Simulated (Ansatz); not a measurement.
**LiZrBr3 (built on the sites of a database entry of CsSnBr3): a soft mode frozen in**

Wanted: the energy along a soft mode of LiZrBr3 (built on the sites of a database entry of CsSnBr3) and the structure at the end.

Main program and level: Ansatz 0.2.0; DFT PBEsol, scalar-relativistic, plane waves, norm-conserving pseudopotentials.

This is a report of a sequence of runs, with most program output left out.

The structure was built from a prototype and need not be the compound's stable phase.

## 1. Starting point

Symmetry: Pm-3m, No. 221, cubic system. The conventional cell has a = 5.288 Å, b = 5.288 Å, c = 5.288 Å, α = 90.00°, β = 90.00°, γ = 90.00°. Nearest to Li lie 12 Br at 3.74 Å. Nearest to Zr lie 6 Br at 2.64 Å. Nearest to Br lie 2 Zr at 2.64 Å. Farther neighbours and most contacts between anions are not listed.

## 2. The dispersion

The cell comes from relaxations at this level that are not shown. Stability and thermal properties need the whole zone. Linear response on a 2×2×2 q mesh gives force constants as far as a supercell of that size would.

The input, input.yaml:

```yaml
crystal:
  lattice:
    - [5.2880942881, 0.0, 0.0]
    - [0.0, 5.2880942881, 0.0]
    - [0.0, 0.0, 5.2880942881]
  atoms:
    - { symbol: Li, position: [0.0, 0.0, 0.0] }
    - { symbol: Zr, position: [0.5, 0.5, 0.5] }
    - { symbol: Br, position: [0.5, 0.0, 0.5] }
    - { symbol: Br, position: [0.5, 0.5, 0.0] }
    - { symbol: Br, position: [0.0, 0.5, 0.5] }
kpoints:
  mp_grid: { grid: [8, 8, 8] }
hamiltonian:
  xc: pbesol
  pseudopotentials: { kind: nc }
scf:
  occupations: { method: methfessel_paxton, width: 0.2 }
output:
  eigenvalues: true
phonons:
  method: dfpt
  qmesh: [2, 2, 2]
  temperatures: { t_max: 1000, t_step: 50 }
  qpath:
    path:
      - [[0.0, 0.0, 0.0], [0.0, 0.5, 0.0], [0.5, 0.5, 0.0], [0.0, 0.0, 0.0], [0.5, 0.5, 0.5], [0.0, 0.5, 0.0]]
      - [[0.5, 0.5, 0.5], [0.5, 0.5, 0.0]]
    npoints: 10
```

Run with:

```sh
$ ansatz run input.yaml --threads 4 --pin off --max-ram 14336MiB --backend cpu --events-out ev --progress --plain --runs-dir out
```

The job ended after 12 min (4 threads of Arm Neoverse V1, shared host; peak memory 3.7 GiB).

Numbers from this step:

* volume per atom: 29.58 Å³
* gap on the k-mesh: 0 eV
* sum-rule residual before enforcement: 6.73e-5 eV/Å²
* lowest frequency on the path: -154.0 cm⁻¹
* point group: m-3m
* highest frequency on the path or at a solved wavevector: 253.8 cm⁻¹
* highest optical mode at the zone centre (no LO-TO term): 253.8 cm⁻¹
* lowest optical zone-centre mode: -154.0 cm⁻¹
* lowest mode on the q mesh (acoustic modes at Γ apart): -154.0 cm⁻¹

Frequencies (cm⁻¹) solved at each irreducible wavevector; negative means imaginary. Frequencies by wavevector, by row:

```tsv
q in reciprocal lattice units	star	mode 1	mode 2	mode 3	mode 4	mode 13	mode 14	mode 15
0 0 0	1	-154	-154	-154	0	253.8	253.8	253.8
0 0 -0.5	3	-149.5	-149.5	-117	-5.9	212.8	249.1	249.1
0 -0.5 -0.5	3	-144.8	-136.1	-136.1	-46.2	211.5	216.6	243.6
-0.5 -0.5 -0.5	1	-151	-151	-151	-49	213.7	213.7	219.6
```

Interpolated from a 2×2×2 q mesh. Phonon branches along the path, in cm⁻¹:

```tsv
point	branch 1	branch 2	branch 3	branch 4	branch 12	branch 13	branch 14	branch 15
Γ	-154	-154	-154	0	86	254	254	254
halfway	-152	-152	-137	-5	101	236	251	251
X	-150	-150	-117	-6	126	213	249	249
halfway	-147	-143	-127	-32	126	213	233	246
M	-145	-136	-136	-46	127	212	217	244
halfway	-150	-141	-139	-15	101	233	235	249
Γ	-154	-154	-154	0	86	254	254	254
halfway	-143	-143	-142	-24	100	232	232	234
R	-151	-151	-151	-49	120	214	214	220
halfway	-146	-145	-136	-36	125	214	230	232
X	-150	-150	-117	-6	126	213	249	249
jump to R	-151	-151	-151	-49	120	214	214	220
halfway	-148	-144	-144	-48	124	213	217	230
M	-145	-136	-136	-46	127	212	217	244
```

Symmetry leaves 4 wavevectors to solve. The lowest mode among them, the acoustic zeros apart, lies at Γ and is imaginary, 154.0i cm⁻¹, so the energy falls along it.

## 3. The mode frozen in, largest atomic shift 0 Å

The mode followed lies at q = (-0.5, -0.5, -0.5) with frequency 151.0i cm⁻¹ and is 3-fold degenerate, one of the unstable modes though not the softest. At small amplitude the distorted cell has space group no. 139 by a symmetry search on the positions. The undistorted cell that holds it gives the zero of energy on the same k mesh.

System of this step: LiZrBr3 (built on the sites of a database entry of CsSnBr3). Symmetry: Pm-3m, No. 221, cubic system. The conventional cell has a = 5.288 Å, b = 5.288 Å, c = 5.288 Å, α = 90.00°, β = 90.00°, γ = 90.00°. Li has 12 Br at 3.74 Å nearest. Nearest to Zr lie 6 Br at 2.64 Å. Nearest to Br lie 2 Zr at 2.64 Å. Farther neighbours and most contacts between anions are not listed.

The input, input.yaml:

```yaml
crystal:
  lattice:
    - [5.2880942881, 5.2880942881, 0.0]
    - [5.2880942881, 0.0, 5.2880942881]
    - [5.2880942881, 0.0, -5.2880942881]
  atoms:
    - { symbol: Li, position: [0.0, 0.0, 0.0] }
    - { symbol: Li, position: [0.0, 0.5, 0.5] }
    - { symbol: Zr, position: [0.5, 0.25, 0.75] }
    - { symbol: Zr, position: [0.5, 0.75, 0.25] }
    - { symbol: Br, position: [0.0, 0.0, 0.5] }
    - { symbol: Br, position: [0.0, 0.5, 0.0] }
    - { symbol: Br, position: [0.5, 0.0, 1.0] }
    - { symbol: Br, position: [0.5, 0.5, 0.5] }
    - { symbol: Br, position: [0.5, 0.0, 0.5] }
    - { symbol: Br, position: [0.5, 0.5, 0.0] }
kpoints:
  mp_grid: { grid: [8, 8, 8] }
hamiltonian:
  xc: pbesol
  pseudopotentials: { kind: nc }
scf:
  occupations: { method: methfessel_paxton, width: 0.2 }
output:
  forces: true
  stress: true
  eigenvalues: true
```

Wall time 27 s (4 threads); peak memory 2 GiB; 1.8 min of CPU time.

Numbers from this step:

| Item | Value |
| --- | --- |
| pressure | -0.001651 GPa |
| energy from the undistorted cell | 0 meV/atom |

The run ends at a pressure of 0.00 GPa.

## 4. The mode frozen in, largest atomic shift 0.6 Å

The atoms are moved along the unstable eigenvector, the largest shift by 0.6 Å, with the cell fixed.

input.yaml, the sections that differ from step 3:

```yaml
crystal:
  lattice:
    - [5.2880942881, 5.2880942881, 0.0]
    - [5.2880942881, 0.0, 5.2880942881]
    - [5.2880942881, 0.0, -5.2880942881]
  atoms:
    - { symbol: Li, position: [-0.1134624247, 0.0567312124, 0.0567312124] }
    - { symbol: Li, position: [0.1134624247, 0.4432687876, 0.4432687876] }
    - { symbol: Zr, position: [0.5, 0.25, 0.75] }
    - { symbol: Zr, position: [0.5, 0.75, 0.25] }
    - { symbol: Br, position: [0.0, 0.0, 0.5] }
    - { symbol: Br, position: [0.0, 0.5, 0.0] }
    - { symbol: Br, position: [0.5, 0.0021751193, 1.0021751193] }
    - { symbol: Br, position: [0.5, 0.4978248807, 0.4978248807] }
    - { symbol: Br, position: [0.5, 0.0021751193, 0.4978248807] }
    - { symbol: Br, position: [0.5, 0.4978248807, 0.0021751193] }
# kpoints, hamiltonian, scf, output: as in step 3
```

Elapsed: 56 s, on 4 threads; peak memory 2.6 GiB.

Numbers from this step:

```
pressure                         : 0.07458 GPa
energy from the undistorted cell : -19.56 meV/atom
```

The energy, extrapolated to zero smearing, is -19.56 meV/atom against the undistorted cell.

The run ends at a pressure of 0.07 GPa, with forces up to 0.29 eV/Å.

## 5. Energy along the mode, all amplitudes (two of the runs are shown above)

An imaginary frequency means negative curvature, so the energy should fall and then rise again as anharmonic terms take over.

Numbers from this step:

```yaml
depth_at_the_lowest_point_sampled: 19.56 meV/atom
largest_atomic_shift_at_that_point: 0.6 Å
```

Energy from the parent against largest atomic shift:

```tsv
largest atomic shift (Å)	energy from the parent (meV/atom)
0.000	0
0.040	-0.094
0.080	-0.377
0.140	-1.15
0.220	-2.82
0.320	-5.90
0.450	-11.4
0.600	-19.6
```

Displacement at unit largest shift by atom:

```tsv
atom	x (Å)	y (Å)	z (Å)	size
Li1	0.00	-1.00	0.00	1.00
Li2	0.00	1.00	0.00	1.00
Zr3	0.00	0.00	0.00	0.00
Zr4	0.00	0.00	0.00	0.00
Br5	0.00	0.00	0.00	0.00
Br6	0.00	0.00	0.00	0.00
Br7	0.04	0.00	0.00	0.04
Br8	-0.04	0.00	0.00	0.04
Br9	0.00	0.00	0.04	0.04
Br10	0.00	0.00	-0.04	0.04
```

The lowest of the steps tried is the last one, at 0.6 Å, 19.6 meV/atom below the parent; the bottom of the well need not coincide with a step.

## 6. Relaxing from the distorted cell

Starting from the lowest point found, all atoms and the cell are let go, so that strain and other modes of the same symmetry can join in.

input.yaml: that of step 4 with these lines changed.

```diff
@@ -27 +27,6 @@
   eigenvalues: true
+relax:
+  adjacent_minimum: "off"
+  f_tol: 0.002
+  max_steps: 120
+  cell: { stress_tol: 0.03 }
```

Wall time 7.1 min (4 threads); peak memory 2.8 GiB; 28 min of CPU time.

Step by step:

```tsv
step	energy less that of the first step (eV)	largest force component (eV/Å)	pressure (GPa)	volume (Å³)
1	0.0000	0.2869	0.07	295.75
2	-0.1554	0.3536	-0.19	298.72
3	-0.2932	0.3104	-0.15	299.45
4	-0.4054	0.1510	0.29	298.87
5	-0.3932	0.2524	-0.24	304.42
6	-0.4228	0.0358	-0.03	301.91
7	-0.4234	0.0115	0.03	301.75
8	-0.4235	0.0007	0.00	301.86
9*	-0.4237	0.0007	0.00	301.86
```

Relaxation steps marked * repeat the geometry before them on a plane-wave basis chosen anew for their cell, so energy and pressure can jump there. Relaxation step 5 was tried and not accepted.

Forces are held to the 16 operations that the run works with; a distortion that breaks them can't arise in this run.

```tsv
conventional cell, symmetrised	before	after	change
a (Å)	7.478	7.532	+0.7 %
b (Å)	7.478	7.532	+0.7 %
c (Å)	10.576	10.641	+0.6 %
volume (Å³/atom)	29.58	30.19	+2.1 %
```

The atoms that moved most (Å, as changes of fractional coordinates times the final cell):

```tsv
atom	dx	dy	dz	length
Li1	0.000	-0.684	0.000	0.684
Li2	0.000	0.684	0.000	0.684
Br7	0.140	0.000	0.000	0.140
Br9	0.000	0.000	0.140	0.140
Br10	0.000	0.000	-0.140	0.140
Br8	-0.140	0.000	0.000	0.140
```

The relaxed structure:

```
Li Zr Br
1.0
     5.32601    5.32066    0.00000
     5.32601    0.00000    5.32601
     5.32601    0.00000   -5.32601
Li Zr Br
2 2 6
Direct
  0.75805 0.12098 0.12098
  0.24195 0.37902 0.37902
  0.50000 0.25000 0.75000
  0.50000 0.75000 0.25000
  0.00000 0.00000 0.50000
  0.00000 0.50000 0.00000
  0.50000 0.01531 0.01531
  0.50000 0.48469 0.48469
  0.50000 0.01531 0.48469
  0.50000 0.48469 0.01531
```

This step gave:

```
pressure        : 0.001089 GPa
volume per atom : 30.19 Å³
```

The distorted start has space group I4/mmm; the relaxation ends in I4/mmm.

## 7. What came out

```
unstable mode of the parent                                                      : q = (-0.5, -0.5, -0.5), 151i cm⁻¹
depth at the lowest point sampled                                                : 19.6 meV/atom
largest atomic shift at that point                                               : 0.6 Å
space group reached (within 0.01 Å)                                              : I4/mmm
energy gained over the parent (first relaxation, on the mesh of the frozen mode) : 62.5 meV/atom
volume per atom, phase reached                                                   : 30.2 Å³
```

Along this mode the structure falls into I4/mmm, 62.5 meV/atom below the parent. At the parent's cell the well is 19.56 meV/atom deep on the steps tried, with its lowest point at a shift of 0.6 Å. That is the last step tried, so the steps alone don't bracket the bottom of the well. Relaxing atoms and cell changes the gain by +42.89 meV/atom against the lowest step (energies at zero smearing). Most of the total comes from this relaxation. The modes of the phase reached were not computed on this path. Of the 4 patterns followed to their end from this parent, this one ends 51.8 meV/atom above the lowest, R3m. Each path keeps the symmetry of its pattern, so a lower phase may lie along a pattern not tried. With no gap, or one that is small against the smearing, the frequencies hang on the k mesh and the smearing, most of all near Kohn anomalies. The starting cell was built on a prototype and not taken from a measurement, so the phase need not exist.

[Logs are printed without paths, hosts, clocks, repeated set-up lines and the standing remarks that a program may print on its own settings, such as how far it seeks lower states.]

[Hosts, paths, dates, database ids (printed as entryN), source tags and the programs' standing remarks are cut or masked in the printed files.]
